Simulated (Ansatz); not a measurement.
# Nb wire along [110], 4 atoms a period: bands by functional and under strain

Wanted: the relaxed geometry and the bands of the Nb wire along [110], 4 atoms a period.

Main program and level: Ansatz 0.2.0; DFT PBE, plane waves, PAW; relaxation of a wire's period, in the first sound run; inputs show where later runs differ.

This is a report of a sequence of runs, with most program output left out.

### 1. Starting point

The cell holds 4 atoms: 4 Nb. Its edges and angles: a = 8.455 Å, b = 9.141 Å, c = 4.681 Å, α = 90.0°, β = 90.0°, γ = 90.0°. Vacuum lies along a and b. The structure's axis is c.

### 2. Relaxation of atoms and period

Band widths follow the bond lengths, so the wire is relaxed first. The atoms and the third cell vector are free; the box across stays fixed as vacuum. A Fermi-Dirac smearing is set since the result may be a metal. The pressure printed is a third of the stress's trace over the whole box, vacuum included; only the stress along the axis is relaxed.

The input, input.yaml:

```yaml
crystal:
  lattice:
    - [8.455, 0.0, 0.0]
    - [0.0, 9.141, 0.0]
    - [0.0, 0.0, 4.6810468915]
  atoms:
    - { symbol: Nb, position: [0.402128918, 0.371950552, 0.0] }
    - { symbol: Nb, position: [0.597871082, 0.627997314, 0.0] }
    - { symbol: Nb, position: [0.402128918, 0.627997314, 0.5] }
    - { symbol: Nb, position: [0.597871082, 0.371950552, 0.5] }
kpoints:
  mp_grid: { grid: [1, 1, 18] }
scf:
  occupations: { method: fermi_dirac, width: 0.05 }
hamiltonian:
  xc: pbe
relax:
  cell: { fix: [a, b, alpha, beta, gamma] }
  max_steps: 60
```

Command:

```
> ansatz run input.yaml --threads 8 --pin off --max-ram 16384MiB --backend cpu --events-out ev --progress --plain --runs-dir out
```

Run time: 5.6 s. Hardware: 8 threads of AMD EPYC 9B45 (Zen 5), shared host; peak memory 0.96 GiB; 37 s of CPU time.

The steps of the relaxation:

| step | energy less that of the first step (eV) | largest force component (eV/Å) | pressure (GPa) | volume (Å³) |
| --- | --- | --- | --- | --- |
| 1 | 0.0000 | 2.8520 | -5.31 | 361.78 |
| 2 | -2.2720 | 1.6258 | -1.70 | 352.37 |
| 3 | -2.8529 | 0.8787 | 0.26 | 347.00 |
| 4 | -3.1074 | 0.3495 | -1.12 | 333.65 |
| 5 | -3.3720 | 0.0405 | -0.66 | 316.43 |
| 6 | -3.7838 | 0.3767 | -0.93 | 298.34 |
| 7 | -4.5821 | 0.3291 | -1.55 | 280.25 |
| 8 | -5.2473 | 0.2131 | -1.14 | 262.61 |
| 9 | -5.5715 | 0.0435 | 0.01 | 244.99 |
| 10 | -5.5727 | 0.0095 | 0.13 | 244.17 |
| 11 | -5.5728 | 0.0002 | 0.10 | 244.28 |
| 12* | -5.5709 | 0.0006 | 0.10 | 244.28 |

Relaxation steps marked * repeat the geometry before them on a plane-wave basis chosen anew for their cell, so energy and pressure can jump there.

The run keeps the 8 symmetry operations that it works with, so distortions that break them were not tested.

| cell as run | before | after | change |
| --- | --- | --- | --- |
| c (Å) | 4.681 | 3.161 | -32.5 % |

The atoms that moved most (Å, along periodic axes as changes of fractional coordinates times the final cell, across vacuum about the mean position):

| atom | dx | dy | dz | length |
| --- | --- | --- | --- | --- |
| Nb1 | -0.223 | 0.121 | 0.000 | 0.253 |
| Nb2 | 0.223 | -0.121 | 0.000 | 0.253 |
| Nb3 | -0.223 | -0.121 | 0.000 | 0.253 |
| Nb4 | 0.223 | 0.121 | 0.000 | 0.253 |

Final coordinates:

```xyz
4
Lattice="8.4550 0.0000 0.0000 0.0000 9.1410 0.0000 0.0000 0.0000 3.1607" Properties=species:S:1:pos:R:3
Nb    3.1773    3.5208    0.0000
Nb    5.2777    5.6197    0.0000
Nb    3.1773    5.6197    1.5804
Nb    5.2777    3.5208    1.5804
```

Numbers from this step:

```
energy at zero smearing    : -18202.1265 eV
cell length along the wire : 3.161 Å
```

The cell's length comes to 3.161 Å with spin left out. That is -32 % against the start, more than a small adjustment. 4 contacts a cell pass between under 1.1 and over 1.27 times the sum of covalent radii, so the wire has rearranged from the shape that names it.

### 3. Bands of the perfect wire

This step: DFT PBE, plane waves, PAW; channels and complex bands of a perfect wire (Ansatz 0.2.0).

At the relaxed period the Bloch states of the perfect wire are found at each energy: those that move forward count the open channels, and those that decay describe how a disturbance dies away inside the wire itself. An energy step of 0.035 eV is under the 0.039 eV that the program asks for its thermal average at 300 K.

The input, input.yaml:

```yaml
crystal:
  lattice:
    - [8.455, 0.0, 0.0]
    - [0.0, 9.141, 0.0]
    - [0.0, 0.0, 3.1607051812]
  atoms:
    - { symbol: Nb, position: [0.375784888, 0.385169866, 0.0] }
    - { symbol: Nb, position: [0.624215112, 0.614778, 0.0] }
    - { symbol: Nb, position: [0.375784888, 0.614778, 0.5] }
    - { symbol: Nb, position: [0.624215112, 0.385169866, 0.5] }
kpoints:
  mp_grid: { grid: [1, 1, 26] }
  band_path: { path: ["Γ", Z], npoints: 50 }
scf:
  occupations: { method: fermi_dirac, width: 0.05 }
hamiltonian:
  xc: pbe
output:
  transmission:
    e_range: [-2, 2]
    de: 0.035
    kmesh: [1, 1]
    reduced_basis: true
    leads: [[0, 0]]
  dos: { e_range: [-5, 4] }
  write_potential: true
  write_density: true
  volumetric_format: npy
  elf: true
```

The job ended after 50 s (8 threads; peak memory 1.9 GiB).

Numbers from this step:

```
energy at zero smearing                                         : -18202.1272 eV
channels at the energy nearest the Fermi level, one spin        : 0
conductance of the lead as this run defines it                  : 0.2843 G₀
slowest decay in the lead at the energy nearest the Fermi level : 0.0649 Å⁻¹
band gap                                                        : 0.1473 eV
```

The open channels of the lead, one spin by energy, zero at the Fermi level:

| energy (eV) | open channels of the lead, one spin |
| --- | --- |
| -2.000 | 5 |
| -1.790 | 3 |
| -1.615 | 7 |
| -1.405 | 11 |
| -1.195 | 6 |
| -0.985 | 6 |
| -0.810 | 6 |
| -0.600 | 5 |
| -0.390 | 4 |
| -0.215 | 4 |
| -0.005 | 0 |
| 0.205 | 4 |
| 0.415 | 4 |
| 0.590 | 8 |
| 0.800 | 9 |
| 1.010 | 6 |
| 1.185 | 6 |
| 1.395 | 6 |
| 1.605 | 6 |
| 1.815 | 10 |

The slowest values at each energy, most degenerate partners merged, listed up to 1.5 1/Å. The Im kz of the slowest decaying states by energy, zero at the Fermi level:

| energy (eV) | decay 1 (Å⁻¹) | decay 2 (Å⁻¹) | decay 3 (Å⁻¹) | decay 4 (Å⁻¹) |
| --- | --- | --- | --- | --- |
| -2.000 | 0.0267 | 0.0702 | 0.348 | 0.462 |
| -1.790 | 0.0311 | 0.0359 | 0.165 | 0.252 |
| -1.615 | 0.0815 | 0.117 | 0.487 | 0.624 |
| -1.405 | 0.491 | 0.566 | 0.672 | 0.852 |
| -1.195 | 0.113 | 0.116 | 0.116 | 0.489 |
| -0.985 | 0.150 | 0.151 | 0.164 | 0.425 |
| -0.810 | 0.161 | 0.162 | 0.186 | 0.346 |
| -0.600 | 0.0348 | 0.161 | 0.163 | 0.197 |
| -0.390 | 0.0584 | 0.117 | 0.149 | 0.151 |
| -0.215 | 0.102 | 0.127 | 0.131 | 0.138 |
| -0.005 | 0.0649 | 0.0728 | 0.0827 | 0.103 |
| 0.205 | 0.105 | 0.122 | 0.129 | 0.130 |
| 0.415 | 0.0350 | 0.0599 | 0.0643 | 0.130 |
| 0.590 | 0.105 | 0.189 | 0.241 | 0.286 |
| 0.800 | 0.138 | 0.153 | 0.208 | 0.232 |
| 1.010 | 0.0697 | 0.103 | 0.178 | 0.181 |
| 1.185 | 0.0991 | 0.129 | 0.166 | 0.181 |
| 1.395 | 0.139 | 0.144 | 0.151 | 0.170 |
| 1.605 | 0.0965 | 0.108 | 0.146 | 0.198 |
| 1.815 | 0.122 | 0.150 | 0.218 | 0.280 |

Electronic bands along the path, in eV, zero at the Fermi level:

| point | band 23 | band 24 | band 25 | band 26 | band 27 | band 28 | band 29 | band 30 |
| --- | --- | --- | --- | --- | --- | --- | --- | --- |
| Γ | -0.61 | -0.57 | -0.49 | -0.45 | 0.43 | 0.48 | 0.49 | 0.58 |
| halfway | -1.64 | -1.59 | -1.36 | -0.15 | 0.22 | 0.25 | 0.80 | 1.11 |
| Z | -1.36 | -1.36 | -0.10 | -0.10 | 0.95 | 0.95 | 1.39 | 1.39 |

Electrostatic potential energy in the ca plane at fractional y = 0.385, with atoms of Nb within 0.2 Å of it. With pseudopotentials it is smooth inside the atoms' cores, unlike the true potential.

Ten even steps from '0' (-74 eV) to '9' (7 eV), each cell a mean:
```
9999999999999999
9999999999999999
9999999999999999
9999999999999999
9999999999999999
9999998888899999
9999876555678999
9998642101246899
9987520000025789
9998631000136899
9998764333467899
8888888777888888
5567889999988765
0124689999986421
0002578999875200
0013689999986310
3346789999987643
7788999999999887
9999999999999999
9999999999999999
9999999999999999
9999999999999999
9999999999999999
9999999999999999
```
Columns run along c (3.2 Å; values clipped at the 3rd and 97th percentile), rows up along a (8.5 Å). Atoms in or near the plane, at fractional coordinates: Nb at (0.00, 0.38), Nb at (0.50, 0.62).

ELF in the ca plane at fractional y = 0.385, with atoms of Nb within 0.2 Å of it. It is the smooth field of the valence electrons, not physical close to the nuclei.

Values, 24 rows by 16 columns, each cell a mean:
```
0.02 0.02 0.02 0.02 0.02 0.02 0.02 0.02 0.02 0.02 0.02 0.02 0.02 0.02 0.02 0.02
0.10 0.09 0.09 0.09 0.09 0.08 0.08 0.08 0.08 0.08 0.08 0.08 0.09 0.09 0.09 0.09
0.28 0.27 0.26 0.24 0.21 0.19 0.18 0.17 0.17 0.17 0.18 0.19 0.21 0.24 0.26 0.27
0.44 0.42 0.38 0.33 0.28 0.24 0.20 0.19 0.18 0.19 0.20 0.24 0.28 0.33 0.38 0.42
0.52 0.49 0.42 0.33 0.25 0.20 0.17 0.16 0.16 0.16 0.17 0.20 0.25 0.33 0.42 0.49
0.51 0.46 0.35 0.25 0.21 0.22 0.25 0.29 0.30 0.29 0.25 0.22 0.21 0.25 0.35 0.46
0.43 0.36 0.25 0.20 0.28 0.45 0.60 0.67 0.69 0.67 0.60 0.45 0.28 0.20 0.25 0.36
0.35 0.28 0.18 0.22 0.46 0.70 0.77 0.72 0.66 0.72 0.77 0.70 0.46 0.22 0.18 0.28
0.34 0.26 0.16 0.24 0.55 0.75 0.69 0.42 0.22 0.42 0.69 0.75 0.55 0.24 0.16 0.26
0.44 0.35 0.22 0.23 0.49 0.72 0.73 0.59 0.47 0.59 0.73 0.72 0.49 0.23 0.22 0.35
0.46 0.43 0.34 0.27 0.32 0.50 0.64 0.70 0.70 0.70 0.64 0.50 0.32 0.27 0.34 0.43
0.34 0.34 0.33 0.31 0.30 0.32 0.35 0.39 0.40 0.39 0.35 0.32 0.30 0.31 0.33 0.34
0.58 0.57 0.50 0.39 0.30 0.30 0.35 0.39 0.40 0.39 0.35 0.30 0.30 0.39 0.50 0.57
0.67 0.71 0.74 0.65 0.41 0.24 0.28 0.41 0.48 0.41 0.28 0.24 0.41 0.65 0.74 0.71
0.21 0.41 0.69 0.74 0.54 0.24 0.17 0.29 0.37 0.29 0.17 0.24 0.54 0.74 0.69 0.41
0.47 0.59 0.75 0.74 0.52 0.23 0.16 0.26 0.33 0.26 0.16 0.23 0.52 0.74 0.75 0.59
0.75 0.75 0.72 0.59 0.36 0.20 0.21 0.32 0.39 0.32 0.21 0.20 0.36 0.59 0.72 0.75
0.48 0.46 0.39 0.29 0.22 0.22 0.30 0.42 0.48 0.42 0.30 0.22 0.22 0.29 0.39 0.46
0.18 0.18 0.18 0.19 0.23 0.29 0.39 0.49 0.52 0.49 0.39 0.29 0.23 0.19 0.18 0.18
0.17 0.17 0.19 0.23 0.28 0.34 0.41 0.46 0.49 0.46 0.41 0.34 0.28 0.23 0.19 0.17
0.18 0.19 0.20 0.22 0.25 0.29 0.32 0.35 0.36 0.35 0.32 0.29 0.25 0.22 0.20 0.19
0.12 0.12 0.13 0.13 0.14 0.15 0.16 0.17 0.17 0.17 0.16 0.15 0.14 0.13 0.13 0.12
0.04 0.04 0.04 0.04 0.04 0.04 0.04 0.04 0.04 0.04 0.04 0.04 0.04 0.04 0.04 0.04
0.01 0.01 0.01 0.01 0.01 0.01 0.01 0.01 0.01 0.01 0.01 0.01 0.01 0.01 0.01 0.01
```
Columns run along c (3.2 Å), rows up along a (8.5 Å). Atoms in or near the plane, at fractional coordinates: Nb at (0.00, 0.38), Nb at (0.50, 0.62).

Valence density in the ca plane at fractional y = 0.385, with atoms of Nb within 0.2 Å of it. It is the smooth field of the valence electrons, not physical close to the nuclei.

Ten even steps from '0' (0.0 e/Å³) to '9' (5.1 e/Å³), each cell a mean:
```
0000000000000000
0000000000000000
0000000000000000
0000000000000000
0000000000000000
0000000000000000
0000012333210000
0000146888641000
0001269999962100
0001258999852100
0000124565421000
1100011111110001
3321100000001123
8864100000001468
9996210000012699
9985200000002589
6542100000001245
1110000000000011
0000000000000000
0000000000000000
0000000000000000
0000000000000000
0000000000000000
0000000000000000
```
Columns run along c (3.2 Å), rows up along a (8.5 Å). Atoms in or near the plane, at fractional coordinates: Nb at (0.00, 0.38), Nb at (0.50, 0.62).

By hand: the program gives 2.8498 × 10^13 S/m² over the cell's cross-section of 77.29 Å² = 7.729 × 10^-19 m², so one cell conducts 2.203 × 10^-5 S. Divided by G0 = 2e²/h = 7.748 × 10^-5 S this is 0.284 G0, a resistance of 45.4 kΩ.

At the computed energy nearest the Fermi level there are 0 channels a spin, and the thermal average gives 0.284 G₀; the gap is 0.15 eV.

### 4. Levels at the same atoms, level LDA, cutoff 420 eV

This step: DFT LDA, plane waves, PAW; bands of a perfect wire at the PBE geometry (Ansatz 0.2.0).

The atoms stay at the PBE geometry and the functional changes. At fixed atoms LDA and the gradient-corrected functionals usually give like bands; this run checks that. Against the first PBE run of this kind, the mesh along the wire has 19 points against 26.

input.yaml, the sections that differ from step 3:

```yaml
kpoints:
  mp_grid: { grid: [1, 1, 19] }
  band_path: { path: ["Γ", Z], npoints: 50 }
hamiltonian:
  xc: lda
# crystal, scf: as in step 3
# output: removed
```

Elapsed: 0.97 s, on 8 threads; peak memory 0.73 GiB.

Numbers from this step:

* energy at zero smearing: -17762.2883 eV
* band gap: 0.1351 eV

The electronic bands at the labelled points (eV, zero at the Fermi level):

| point | band 23 | band 24 | band 25 | band 26 | band 27 | band 28 | band 29 | band 30 |
| --- | --- | --- | --- | --- | --- | --- | --- | --- |
| Γ | -0.60 | -0.56 | -0.47 | -0.43 | 0.37 | 0.48 | 0.49 | 0.57 |
| halfway | -1.64 | -1.59 | -1.34 | -0.14 | 0.21 | 0.24 | 0.83 | 1.10 |
| Z | -1.34 | -1.34 | -0.10 | -0.10 | 0.97 | 0.97 | 1.36 | 1.36 |

The gap is 0.135 eV, against 0.147 eV under PBE at the relaxed period.

### 5. Another level of theory, level PBEsol, cutoff 420 eV

This step: DFT PBEsol, plane waves, PAW; bands of a perfect wire at the PBE geometry (Ansatz 0.2.0).

input.yaml, as its differences from that of step 4:

```diff
@@ -16,2 +16,2 @@
 hamiltonian:
-  xc: lda
+  xc: pbesol
```

Run time: 1.1 s. Hardware: 8 threads; peak memory 0.74 GiB.

The electronic bands at the labelled points (eV, zero at the Fermi level):

| point | band 23 | band 24 | band 25 | band 26 | band 27 | band 28 | band 29 | band 30 |
| --- | --- | --- | --- | --- | --- | --- | --- | --- |
| Γ | -0.61 | -0.56 | -0.48 | -0.45 | 0.44 | 0.49 | 0.50 | 0.61 |
| halfway | -1.65 | -1.60 | -1.35 | -0.14 | 0.22 | 0.25 | 0.80 | 1.14 |
| Z | -1.35 | -1.35 | -0.11 | -0.11 | 0.95 | 0.95 | 1.39 | 1.39 |

The gap is 0.149 eV, against 0.147 eV under PBE at the relaxed period.

### 6. Levels at the same atoms, level r2SCAN, cutoff 500 eV

This step: DFT r2SCAN, plane waves, PAW; bands of a perfect wire at the PBE geometry (Ansatz 0.2.0).

The atoms stay at the PBE geometry and the functional changes. r2SCAN also reads the kinetic-energy density; it often gives larger moments and wider gaps than PBE, at a higher cost. Against the first PBE run of this kind, the cutoff is 500 eV against 420 and the mesh along the wire has 19 points against 26.

input.yaml, as its differences from that of step 5:

```diff
@@ -16,2 +16,2 @@
 hamiltonian:
-  xc: pbesol
+  xc: r2scan
```

It took 2.2 s on 8 threads; peak memory 1.2 GiB; 15 s of CPU time.

The gap is 0.215 eV, against 0.147 eV under PBE at the relaxed period.

### 7. Side by side

Times are for 8 threads of AMD EPYC 9B45 (Zen 5), shared host. The series side by side:

| no. | level | band gap (eV) | time | memory (GiB) |
| --- | --- | --- | --- | --- |
| 1 | LDA | 0.1351 | 0.97 s | 0.73 |
| 2 | PBEsol | 0.1492 | 1.1 s | 0.74 |
| 3 | r2SCAN | 0.2154 | 2.2 s | 1.2 |

### 8. Two-component spinors

This step: DFT PBE, plane waves, fully relativistic PAW; bands of a perfect wire with spin-orbit coupling (Ansatz 0.2.0).

Spin-orbit coupling mixes the spins and splits bands that cross or touch without it, so it can open or close channels. Fully relativistic datasets take the place of the scalar ones. Against the first PBE run of this kind, the mesh along the wire has 16 points against 26.

input.yaml, as its differences from that of step 6:

```diff
@@ -11,3 +11,3 @@
 kpoints:
-  mp_grid: { grid: [1, 1, 19] }
+  mp_grid: { grid: [1, 1, 16] }
   band_path: { path: ["Γ", Z], npoints: 50 }
@@ -16,2 +16,6 @@
 hamiltonian:
-  xc: r2scan
+  xc: pbe
+  pseudopotentials: { kind: paw_fr }
+magnetization:
+  noncollinear: true
+  spin_orbit: true
```

Run time: 7.7 s. Hardware: 8 threads; peak memory 2.1 GiB.

This step gave:

- energy at zero smearing: -18206.1170 eV
- band gap: 0.1474 eV

The electronic bands at the labelled points (eV, zero at the Fermi level):

| point | band 49 | band 50 | band 51 | band 52 | band 53 | band 54 | band 55 | band 56 |
| --- | --- | --- | --- | --- | --- | --- | --- | --- |
| Γ | -0.48 | -0.48 | -0.44 | -0.44 | 0.44 | 0.44 | 0.44 | 0.44 |
| halfway | -1.35 | -1.35 | -0.14 | -0.14 | 0.22 | 0.22 | 0.26 | 0.26 |
| Z | -0.10 | -0.10 | -0.10 | -0.10 | 0.95 | 0.95 | 0.95 | 0.95 |

The gap is 0.147 eV, against 0.147 eV under PBE at the relaxed period, with no moment.

### 9. At a strained period, period over the relaxed period 0.97, k-mesh 1×1×20

This step: DFT PBE, plane waves, PAW; relaxation at a fixed period (Ansatz 0.2.0).

The period is set to 0.97 times the relaxed one and the atoms relax within it: strain changes bond lengths and angles, which shifts the bands against each other. Against the first PBE run of this kind, the mesh along the wire has 20 points against 26.

The cell differs from the one that the last finished run ended in (c 3.161 → 3.066 Å).

input.yaml, as its differences from that of step 8:

```diff
@@ -4,3 +4,3 @@
     - [0.0, 9.141, 0.0]
-    - [0.0, 0.0, 3.1607051812]
+    - [0.0, 0.0, 3.0658840257]
   atoms:
@@ -11,3 +11,3 @@
 kpoints:
-  mp_grid: { grid: [1, 1, 16] }
+  mp_grid: { grid: [1, 1, 20] }
   band_path: { path: ["Γ", Z], npoints: 50 }
@@ -17,5 +17,6 @@
   xc: pbe
-  pseudopotentials: { kind: paw_fr }
-magnetization:
-  noncollinear: true
-  spin_orbit: true
+relax:
+  max_steps: 40
+  f_tol: 0.02
+output:
+  stress: true
```

Wall time 1.9 s (8 threads); peak memory 0.74 GiB; 12 s of CPU time.

[end of part 1 of 2]

[Logs are printed without paths, hosts, clocks, repeated set-up lines and the standing remarks that a program may print on its own settings, such as how far it seeks lower states.]

[Hosts, paths, dates, database ids (printed as entryN), source tags and the programs' standing remarks are cut or masked in the printed files.]
